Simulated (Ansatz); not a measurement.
# C_N in AlN (P6_3mc) with several kinds of pseudopotentials

Question: how much does the pseudopotential files change the (0/−1) level of C_N in AlN (P6_3mc), and what does each choice cost? Model: a cell of 128 host atoms with 1 N taken out and 1 C put in.

Calculated with Ansatz 0.2.0; plane-wave DFT; relaxations with PBEsol, then single points with PBEsol, on supercells at fixed charge in a uniform background.

### Step 1. Set-up

The cell holds 128 atoms: 64 Al, 63 N and 1 C. Its edges and angles: a = 14.686 Å, b = 14.686 Å, c = 11.753 Å, α = 125.1°, β = 125.1°, γ = 94.5°. It derives from AlN (space group P6_3mc). Nearest the centre at fractional (0.554, 0.637, 0.750): C121 at 0.00 Å, Al102 at 1.89 Å, Al55 at 1.89 Å, Al117 at 1.89 Å, Al51 at 1.90 Å, N112 at 3.07 Å, N125 at 3.07 Å, N32 at 3.07 Å. The cell carries charge −1.

Known beforehand: the electronic dielectric constant, (4.49, 4.49, 4.72), and the static one, (8.15, 8.15, 9.65), computed on the host (DFPT, PBEsol, on the r2SCAN cell), and a cell off the functional's own equilibrium shifts the ionic part.

The cell's shortest repeat is 11.8 Å.

### Step 2. Relaxing both charge states, PBEsol

The study needs fixed structures, so each charge is relaxed once, at one point at (¼, ¼, ¼), from small random displacements that break the symmetry of the site.

qm1.relax/input.yaml reads:

```yaml
crystal:
  lattice:
    - [-4.670411, 2.69646299, 4.98367666]
    - [4.670411, -2.69646299, 4.98367666]
    - [1.55680363, 2.69646305, -4.98367666]
  atoms:
    - { symbol: Al, position: [0.416184, 0.08285, 0.0] }
    - { symbol: Al, position: [0.416184, 0.58285, 0.5] }
    - { symbol: Al, position: [0.916184, 0.08285, 0.5] }
    - { symbol: Al, position: [0.916184, 0.58285, 0.0] }
    - { symbol: Al, position: [0.33285, 0.166184, 0.5] }
    - { symbol: Al, position: [0.33285, 0.666184, 0.0] }
    - { symbol: Al, position: [0.83285, 0.166184, 0.0] }
    - { symbol: Al, position: [0.83285, 0.666184, 0.5] }
    - { symbol: "N", position: [0.10715, 0.273816, 0.5] }
    - { symbol: "N", position: [0.10715, 0.773816, 0.0] }
    - { symbol: "N", position: [0.60715, 0.273816, 0.0] }
    - { symbol: "N", position: [0.60715, 0.773816, 0.5] }
    - { symbol: "N", position: [0.023816, 0.35715, 0.0] }
    - { symbol: "N", position: [0.023816, 0.85715, 0.5] }
    - { symbol: "N", position: [0.523816, 0.35715, 0.5] }
    - { symbol: "N", position: [0.523816, 0.85715, 0.0] }
  supercell: [2, 2, 2]
  defects: [{ substitution: { at: 120, symbol: C } }]
total_charge: -1
basis:
  ecutwfc: 420
  xc_grid: 2
hamiltonian:
  xc: pbesol
  pseudopotentials: { kind: paw, azcp: { folder: soft_1 }, xc_functional: pbe }
kpoints:
  mp_grid: { grid: [1, 1, 1], shift: [0.25, 0.25, 0.25] }
scf:
  occupations: { method: fixed }
  max_iter: 100
output:
  forces: true
  charged_corrections:
    epsilon: [4.49, 4.49, 4.72]
    static_epsilon: [8.15, 8.15, 9.65]
    defect_position: [0.553575, 0.636908, 0.75]
relax:
  f_tol: 0.015
  max_steps: 60
  random_displacement: { amplitude: 0.04, seed: 465 }
checkpoint:
  write: "../qm1.relax.run"
  compress: false
  write_wavefunctions: true
  write_every: 100000
```

Launch:

```sh
$ ansatz run input.yaml --threads 8 --pin off --max-ram 18841MiB --backend cpu --events-out ev --progress --plain --runs-dir out
```

Numbers of over 12 decimals in the logs are rounded to 6 here.

The log of the run:

```text
[... repeated set-up lines and file paths are left out, and long positions are rounded to six places ...]
Engine: ansatz 0.2.0, aarch64-unknown-linux-gnu
Pseudopotentials: kind: paw
Pseudopotential: Al, paw, valence charge 3, recommended cutoff 420 eV (normal), soft_1/Al.paw.azcp
Pseudopotential: N, paw, valence charge 5, recommended cutoff 420 eV (normal), soft_1/N.paw.azcp
Pseudopotential: C, paw, valence charge 4, recommended cutoff 420 eV (normal), soft_1/C.paw.azcp
Functional definition: PBEsol
  exchange = pbesol_x
  correlation = pbesol_c
Crystal: 128 atoms, lattice volume = 1338.931 Å³
Basis set: ecut = 420 eV, 26161 PW (Γ), exchange–correlation on 200×200×160 points (8 copies of the dense FFT grid, shifted against one another)
Bands: 384, of which v1, the nominal top of the filled ones, is band 256 counted from 1 (255 counted from 0)
Symmetry: 1 space group operations
k-points: 1
Non-local potential: Al, projectors of the file, l = 0: 2, l = 1: 2, l = 2: 1
Non-local potential: N, projectors of the file, l = 0: 2, l = 1: 2, l = 2: 1
Non-local potential: C, projectors of the file, l = 0: 2, l = 1: 2, l = 2: 1
PAW form: soft (Blöchl's): semilocal exchange-correlation on the pseudo side does not see the compensation charge
PAW frozen core: Al, regenerated for the run's functional, and the local potential with it (the file was generated under x = pbe(κ = 0.804, μ = 0.219515), c = pbe(β = 0.066725))
PAW frozen core: N, regenerated for the run's functional, and the local potential with it (the file was generated under x = pbe(κ = 0.804, μ = 0.219515), c = pbe(β = 0.066725))
PAW frozen core: C, regenerated for the run's functional, and the local potential with it (the file was generated under x = pbe(κ = 0.804, μ = 0.219515), c = pbe(β = 0.066725))
PAW one-centre angular grid: Al, 110 points (default); XC on 64 Gauss nodes
PAW one-centre angular grid: N, 110 points (default); XC on 64 Gauss nodes
PAW one-centre angular grid: C, 110 points (default); XC on 64 Gauss nodes
Initial density: superposition of atomic densities (chi_scale 0.1, normalization cell, long waves kept (reshape's long-wave potential 0.14 eV rms))
Initial wavefunctions: pseudopotential atomic-orbital guess
Functional: x = pbesol(κ = 0.804, μ = 0.123457), c = pbesol(β = 0.046)
SCF iter   1: F=—  HF=-57922.398456 eV  |F-HF|=—  |Δ(HF+E_count)|=         —  Δρ=1.29e-1  dr2=2.83e2  ethr=3.10e-3  ⟨swp⟩=4.0  Hψ=1196  notcnv=0  defer=126
preconditioner: auto → Resta (q_TF=auto, 2.324 Å⁻¹)  ε∞=3.6  [insulator: Δε(μ)=6.260 eV  Ē_g=14.165 eV  n_scr=288 (ndim 8)  ℏωp=23.0 eV  f_vac=0.000  ε∞_Penn≈3.6]
SCF iter   2: F=—  HF=-57839.759073 eV  |F-HF|=—  |Δ(HF+E_count)|=    8.26e1  Δρ=4.45e-2  dr2=1.66e1  ethr=3.10e-3  ⟨swp⟩=3.0  Hψ=663  notcnv=0  defer=122
SCF iter   3: F=—  HF=-57835.747084 eV  |F-HF|=—  |Δ(HF+E_count)|=    4.01e0  Δρ=2.25e-2  dr2=4.21e0  ethr=3.10e-3  ⟨swp⟩=1.0  Hψ=392  notcnv=0  defer=123
SCF iter   4: F=—  HF=-57834.849304 eV  |F-HF|=—  |Δ(HF+E_count)|=   8.98e-1  Δρ=2.91e-3  dr2=1.44e-1  ethr=8.23e-4  ⟨swp⟩=2.0  Hψ=591  notcnv=0  defer=122
SCF iter   5: F=—  HF=-57834.831976 eV  |F-HF|=—  |Δ(HF+E_count)|=   1.73e-2  Δρ=9.98e-4  dr2=1.00e-2  ethr=2.80e-5  ⟨swp⟩=3.0  Hψ=460  notcnv=0  defer=126
SCF iter   6: F=—  HF=-57834.835949 eV  |F-HF|=—  |Δ(HF+E_count)|=   3.97e-3  Δρ=2.74e-4  dr2=9.54e-4  ethr=1.96e-6  ⟨swp⟩=2.0  Hψ=588  notcnv=0  defer=126
SCF iter   7: F=—  HF=-57834.836467 eV  |F-HF|=—  |Δ(HF+E_count)|=   5.17e-4  Δρ=1.41e-4  dr2=2.76e-4  ethr=1.86e-7  ⟨swp⟩=2.0  Hψ=516  notcnv=0  defer=123
SCF iter   8: F=—  HF=-57834.836416 eV  |F-HF|=—  |Δ(HF+E_count)|=   5.11e-5  Δρ=2.08e-5  dr2=5.67e-6  ethr=5.40e-8  ⟨swp⟩=2.0  Hψ=512  notcnv=0  defer=123
SCF iter   9: F=-57834.836415 eV  HF=-57834.836416 eV  |F-HF|=8.22e-7  |Δ(HF+E_count)|=   5.40e-7  Δρ=8.81e-6  dr2=1.02e-6  ethr=1.10e-9  ⟨swp⟩=3.0  Hψ=900  notcnv=0
[...]
relax step   4: F+E_penalty+E_count = -57837.34841850 eV  Δ(F+E_penalty+E_count) = -1.674e-3 eV  max|allowed force component| = 1.649e-2 eV/Å  Δτ_max = 0.0052 Å  (6 SCF iters, dr2 threshold 2.57e-7 eV, accepted)
[...]
relax step   6: F+E_penalty+E_count = -57837.34863475 eV  Δ(F+E_penalty+E_count) = -1.665e-4 eV  max|allowed force component| = 1.499e-3 eV/Å  Δτ_max = 0.0013 Å  (5 SCF iters, accepted)
NSCF: frozen V_eff on 1 k-points
[...]
SCF converged after 5 iterations
Free energy (F): -57837.348635 eV
Harris-Foulkes:  -57837.348635 eV  (|F-HF|=1.91e-8)
Internal energy: -57837.348635 eV  (E = F + TS)
E sigma→0 (E₀):  -57837.348635 eV
Fermi energy:    7.757598 eV
--- Per-component energies (eV) ---
  E_band       = 921.704230
  E_kinetic    = 9958.189737
  E_local      = -13307.840043  (includes V_loc(G=0)·N_el)
  E_nonlocal   = 2863.538092
  E_hartree    = 4876.991559
  E_xc         = -6270.454801
  E_vxc        = -6813.346762  (∫ρ·V_xc dr)
  E_paw        = -37118.053035  (= ΣΔE_a)
  E_vpaw       = -1532.871153  (= ΣTr[D̂ρ^β])
  E_aug_tail   = 0.053006  (compensation charges beyond the density's cutoff)
  E_ewald      = -18842.789375
  E_core_change = 3.016226  (= ΣΔE_core)
  E_smearing   = -0.000000  (= −TS)
  E_closure    = -0.000000  (closes the sum)
  E_deformation_potential = -17.153890  (in the stress; not in F)
  Σ components = -57837.348635   (vs F -57837.348635, Δ=0.00e0)
--- Forces (eV/Å), atoms counted from 1 ---
  atom   1  Al     0.00032009    -0.00003553     0.00001633
  atom   2  Al    -0.00006616    -0.00011220    -0.00002781
  [... 48 atoms left out ...]
  atom  51  Al     0.00031636     0.00012420    -0.00129693
  [... 3 atoms left out ...]
  atom  55  Al     0.00069319    -0.00047620     0.00036535
  [... 38 atoms left out ...]
  atom  94  N     -0.00045782     0.00012554     0.00024261
  [... 7 atoms left out ...]
  atom 102  Al     0.00149861     0.00036575     0.00045503
  [... 6 atoms left out ...]
  atom 109  N     -0.00013551    -0.00016734    -0.00001729
  [... 2 atoms left out ...]
  atom 112  N     -0.00004274     0.00007144     0.00012276
  [... 4 atoms left out ...]
  atom 117  Al    -0.00082915     0.00026233    -0.00012318
  [... 3 atoms left out ...]
  atom 121  C     -0.00079564    -0.00030356     0.00094313
  [... 3 atoms left out ...]
  atom 125  N     -0.00001901    -0.00018357     0.00043208
  [... 1 atom left out ...]
  atom 127  N      0.00031549     0.00010233     0.00041912
  [... 1 atom left out ...]
  max |Σ_I F_I| component: 3.01e-5 eV/Å
--- Charged-cell corrections in eV (Makov–Payne, q = -1.000 e, ε = [8.150, 8.150, 9.650]) ---
  F (periodic)     = -57837.348635  (uncorrected; the corrections below are reported, never added to it)
  E_corr1          = +0.217927  (monopole, q²α_M/2ε̄L, of the cell on which ε is isotropic)
  F Makov-Payne    = -57837.130708  (F + E_corr1; no measured alignment; for a localised charge, not one spread in a band: unchecked)
  no potential alignment in this run, which stands beside a crystal: run the host's input off ansatz write-host-input, and read the two finished runs by ansatz place-levels (neither reads a slab, a wire or a sheet, whose cell leaves a vacuum)
--- Band table (eV) ---
  k-point 0: bands = ["-7.9222", "-7.8412", "-7.5203", "-7.5107", [... 376 left out ...] "16.9901", "17.0238", "17.0245", "17.0747"]
--- Relaxed structure (6 steps of the walk, 6 accepted, 0 SCFs on fresh bases) ---
  F+E_penalty+E_count = -57837.34863475 eV   max|allowed force component| = 1.499e-3 eV/Å
  atoms:
    - { symbol: Al, position: [0.207962, 0.041604, 0.000157] }
    - { symbol: Al, position: [0.208371, 0.292363, 0.251055] }
    [... 48 atoms left out ...]
    - { symbol: Al, position: [0.459331, 0.542601, 0.749819] }
    [... 3 atoms left out ...]
    - { symbol: Al, position: [0.416188, 0.583007, 0.498896] }
    [... 38 atoms left out ...]
    - { symbol: N, position: [0.510893, 0.426148, 0.749820] }
    [... 7 atoms left out ...]
    - { symbol: Al, position: [0.667111, 0.833931, 0.000743] }
    [... 6 atoms left out ...]
    - { symbol: N, position: [0.510843, 0.678069, 0.001405] }
    [... 2 atoms left out ...]
    - { symbol: N, position: [0.764936, 0.933155, 0.004671] }
    [... 4 atoms left out ...]
    - { symbol: Al, position: [0.667195, 0.583335, 0.749821] }
    [... 3 atoms left out ...]
    - { symbol: C, position: [0.555129, 0.638483, 0.749825] }
    [... 3 atoms left out ...]
    - { symbol: N, position: [0.510087, 0.678304, 0.494972] }
    [... 1 atom left out ...]
    - { symbol: N, position: [0.765274, 0.678458, 0.749819] }
    [... 1 atom left out ...]
```

The job ended after 66 s (8 threads of Arm Neoverse V2, shared host; peak memory 3.1 GiB).

Step by step:

```
step  energy less that of the first step (eV)  largest force component (eV/Å)
   1                                   0.0000                          1.8351
   2                                  -1.8244                          0.8178
   3                                  -2.5103                          0.0642
   4                                  -2.5120                          0.0165
   5                                  -2.5121                          0.0159
   6                                  -2.5122                          0.0015
```

The atoms that moved most (Å, from the sites as typed, ahead of the random displacement):

```
 atom      dx      dy      dz  length
Al114   0.001   0.000  -0.070   0.070
 N127  -0.032   0.019   0.035   0.051
 N112   0.030   0.018   0.030   0.046
 N125  -0.001  -0.035   0.030   0.046
  N94  -0.013   0.008  -0.032   0.035
 N108   0.024   0.024  -0.002   0.034
  N12  -0.009  -0.033  -0.002   0.034
 N106   0.033   0.005   0.004   0.034
```

Neighbours of C121 at the end:

```
 atom  distance (Å)
Al102         1.889
 Al55         1.889
Al117         1.891
 Al51         1.910
Al114         2.976
 N112         3.090
 N125         3.090
 N127         3.096
 N109         3.130
  N32         3.130
  N94         3.135
 N107         3.145
  N90         3.145
  N59         3.147
 N106         3.147
 N108         3.147
```

```
charge  moment set (μB)  steps  largest displacement (Å)     time
    −1                0      6                      0.07     66 s
     0                1     11                      0.08  4.4 min
```

The relaxation ends 20 meV an atom lower than the displaced start, with a largest force component of 0.0015 eV/Å.

### Step 3. First setting: soft PAW, 420 eV

Total energies have another zero for each set of files, but a level against the valence top must not depend on them. The spread measures the error of the potentials and cutoffs, not that of the functional or the cell.

qm1.fdefault/input.yaml reads:

```yaml
crystal:
  checkpoint: "../qm1.relax.run"
  host: checkpoint
total_charge: -1
basis:
  ecutwfc: 420
  xc_grid: 2
hamiltonian:
  xc: pbesol
  pseudopotentials: { kind: paw, azcp: { folder: soft_1 }, xc_functional: pbe }
kpoints:
  mp_grid: { grid: [1, 1, 1], shift: [0.25, 0.25, 0.25] }
scf:
  occupations: { method: fixed }
  max_iter: 100
output:
  forces: true
  charged_corrections:
    epsilon: [4.49, 4.49, 4.72]
    static_epsilon: [8.15, 8.15, 9.65]
    defect_position: [0.553575, 0.636908, 0.75]
  eigenvalues: true
checkpoint:
  write: "../qm1.fdefault.run"
  compress: false
  write_wavefunctions: false
  write_every: 100000
```

The log of the run:

```text
[...]
Warning: the atoms were moved onto the symmetric positions of the space group found under crystal.symmetry.tolerance 1.0e-5 (fractional; [...]
crystal.checkpoint: the structure is that of <dir>, a `relax` run, at its step 6: its result, under pbesol at a charge of -1 e; 128 atoms read, 0 with a starting moment; no density is read with it (checkpoint.read); crystal.structure_sha256 for this input is
[...]
Crystal: 128 atoms, lattice volume = 1338.931 Å³
Basis set: ecut = 420 eV, 26161 PW (Γ), exchange–correlation on 200×200×160 points (8 copies of the dense FFT grid, shifted against one another)
Bands: 384, of which v1, the nominal top of the filled ones, is band 256 counted from 1 (255 counted from 0)
Symmetry: 2 space group operations
[...]
k-points: 1
[...]
SCF iter   1: F=—  HF=-57923.648380 eV  |F-HF|=—  |Δ(HF+E_count)|=         —  Δρ=1.28e-1  dr2=2.78e2  ethr=3.10e-3  ⟨swp⟩=4.0  Hψ=1310  notcnv=0  defer=126
[...]
SCF iter   3: F=—  HF=-57838.252148 eV  |F-HF|=—  |Δ(HF+E_count)|=    3.94e0  Δρ=2.25e-2  dr2=4.22e0  ethr=3.10e-3  ⟨swp⟩=2.0  Hψ=345  notcnv=0  defer=38
automatic band count: iteration 3 solves 297 bands in place of 384: the levels show a gap, and the empty bands left out lie too high to hold charge; the band table lists the bands solved (type scf.n_extra_bands for more)
SCF iter   4: F=—  HF=-57837.355966 eV  |F-HF|=—  |Δ(HF+E_count)|=   8.96e-1  Δρ=2.69e-3  dr2=1.18e-1  ethr=8.24e-4  ⟨swp⟩=2.0  Hψ=545  notcnv=0  defer=33
[...]
SCF iter  11: F=-57837.348635 eV  HF=-57837.348635 eV  |F-HF|=1.99e-8  |Δ(HF+E_count)|=   3.46e-8  Δρ=1.37e-6  dr2=2.43e-8  ethr=1.95e-11  ⟨swp⟩=3.0  Hψ=807  notcnv=0
SCF 1 converged in 11 iterations: F = -57837.348635 eV  dr2 = 2.43e-8
[...]
SCF converged after 11 iterations
Free energy (F): -57837.348635 eV
[...]
Internal energy: -57837.348635 eV  (E = F + TS)
E sigma→0 (E₀):  -57837.348635 eV
Fermi energy:    7.757562 eV
[...]
--- Forces (eV/Å), atoms counted from 1 ---
  atom   1  Al     0.00019325    -0.00010347     0.00005382
  atom   2  Al    -0.00005572    -0.00010185     0.00007340
  [... 29 atoms left out ...]
  atom  32  N     -0.00002825     0.00009337     0.00003052
  [... 18 atoms left out ...]
  atom  51  Al     0.00019415    -0.00011209    -0.00125774
  [... 3 atoms left out ...]
  atom  55  Al     0.00056558    -0.00094046     0.00039830
  [... 38 atoms left out ...]
  atom  94  N     -0.00037057     0.00021395     0.00024951
  [... 7 atoms left out ...]
  atom 102  Al     0.00109725    -0.00001957     0.00039830
  [... 6 atoms left out ...]
  atom 109  N     -0.00009498    -0.00002222     0.00003052
  [... 2 atoms left out ...]
  atom 112  N      0.00004341     0.00009884     0.00027520
  [... 1 atom left out ...]
  atom 114  Al     0.00027523    -0.00015891    -0.00110700
  [... 2 atoms left out ...]
  atom 117  Al    -0.00070358     0.00040621    -0.00014206
  [... 3 atoms left out ...]
  atom 121  C     -0.00047576     0.00027468     0.00093544
  [... 7 atoms left out ...]
  max |Σ_I F_I| component: 3.36e-5 eV/Å
[...]
F Makov-Payne    = n/a  (the rows are of the electrons' constant alone; ansatz place-levels tells what screens the charge)
[...]
--- Band table (eV) ---
[...]
```

Wall time 18 s (8 threads); peak memory 2.9 GiB; 2.2 min of CPU time.

Both charges and the host at this setting go to place-levels, which corrects for the image charge and aligns the potentials.

levels.fdefault.yaml reads:

```yaml
host:
  run: host.fdefault.run
states: [qm1.fdefault.run, q0_M1.fdefault.run]
geometry_from:
  qm1.fdefault.run: qm1.relax.run
  q0_M1.fdefault.run: q0_M1.relax.run
  host.fdefault.run: host.relax.run
```

Launch:

```sh
$ ansatz place-levels levels.fdefault.yaml -- --threads 8 --pin off --max-ram 18841MiB
```

The log of the run:

```text
(0/-1) 0.904 eV above the valence edge, 3.194 eV under the conduction edge
  edges by pbesol, gap 4.098 eV; the host is sampled to repeats of 12.45 Å
  the defect's cells are sampled to repeats of 12.45 Å, like sampling
  charge 0: +0.000 eV for its dipole among its images, +0.001 omitted
  charge -1: -57837.1331 eV with its correction of +0.216 eV, at epsilon [8.15, 8.15, 9.65], aligned at sites: +0.0023 eV, mean over 48 atomic sites at or beyond 5.88 Å from the defect at [0.5536, 0.6369, 0.7500], with -0.000599 for the charge's moments and [...]
  of states[1] (q0_M1.fdefault.run): it set out from the moments of a save, which an earlier run chose (saved_moments_taken)
  of states[0] (qm1.fdefault.run): how wide its charge is, is not read beside other atoms or cores, and a band state would take no correction. [...]
```

Run time: 0.15 s. Hardware: 8 threads.

At this setting the gap is 4.098 eV and (0/−1) lies 0.904 eV above the valence top.

### Step 4. The other settings

In the defect's inputs only the studied keys change. One input of each further setting:

qm1.fhard/input.yaml, as its differences from qm1.fdefault/input.yaml of step 3:

```diff
@@ -5,3 +5,3 @@
 basis:
-  ecutwfc: 420
+  ecutwfc: 950
   xc_grid: 2
@@ -9,3 +9,3 @@
   xc: pbesol
-  pseudopotentials: { kind: paw, azcp: { folder: soft_1 }, xc_functional: pbe }
+  pseudopotentials: { kind: paw, source: ansatz }
 kpoints:
@@ -23,3 +23,3 @@
 checkpoint:
-  write: "../qm1.fdefault.run"
+  write: "../qm1.fhard.run"
   compress: false
```

qm1.fnc/input.yaml, as its differences from qm1.fhard/input.yaml of step 4:

```diff
@@ -5,3 +5,3 @@
 basis:
-  ecutwfc: 950
+  ecutwfc: 1200
   xc_grid: 2
@@ -9,3 +9,3 @@
   xc: pbesol
-  pseudopotentials: { kind: paw, source: ansatz }
+  pseudopotentials: { kind: nc }
 kpoints:
@@ -23,3 +23,3 @@
 checkpoint:
-  write: "../qm1.fhard.run"
+  write: "../qm1.fnc.run"
   compress: false
```

### Step 5. Result against cost

Times of the states on 8 threads of Arm Neoverse V2, shared host; the host is run again at each setting:

```
   pseudopotential files  gap (eV)  (0/−1) above the valence top (eV)  under the conduction bottom (eV)  level less that at harder PAW, 950 eV (meV)  time, both charge states  time, host and placing  peak memory of a state (GiB)
        soft PAW, 420 eV     4.098                              0.904                             3.194                                            7                      66 s                   8.1 s                           5.2
      harder PAW, 950 eV     4.109                              0.898                             3.211                                            0                   7.1 min                    58 s                          13.7
norm-conserving, 1200 eV     4.102                              0.915                             3.187                                           17                   5.1 min                 4.2 min                          13.3
```

### Step 6. What came out

```yaml
0_minus_1_level_soft_paw_420_ev: 0.90 eV
0_minus_1_level_harder_paw_950_ev: 0.90 eV
0_minus_1_level_norm_conserving_1200_ev: 0.92 eV
```

Over the settings in the table the level spans 0.017 eV; soft PAW, 420 eV and norm-conserving, 1200 eV lie within 0.02 eV of the reference (harder PAW, 950 eV, 0.90 eV); soft PAW, 420 eV takes 15 % of its time for the two charge states. Only the charges −1 and 0 were run, each from one start, so (0/−1) need not be a change between stable states. The host ran in cells of different size at different settings, so its times don't compare. What this leaves open: one k-point off the zone centre stands for the whole zone; PBEsol makes the gap too small and tends to spread out bound carriers.

[Logs are printed without paths, hosts, clocks, repeated set-up lines and the standing remarks that a program may print on its own settings, such as how far it seeks lower states.]

[Hosts, paths, dates, database ids (printed as entryN), source tags and the programs' standing remarks are cut or masked in the printed files.]

[Where a table of states has a column of steps, it counts the stored structures, which are thinned; the runs took as many ionic steps or more.]

[For some hosts the program warned that the k-mesh of the response run may be too coarse for force constants and the static dielectric constant; such warnings are not shown here.]
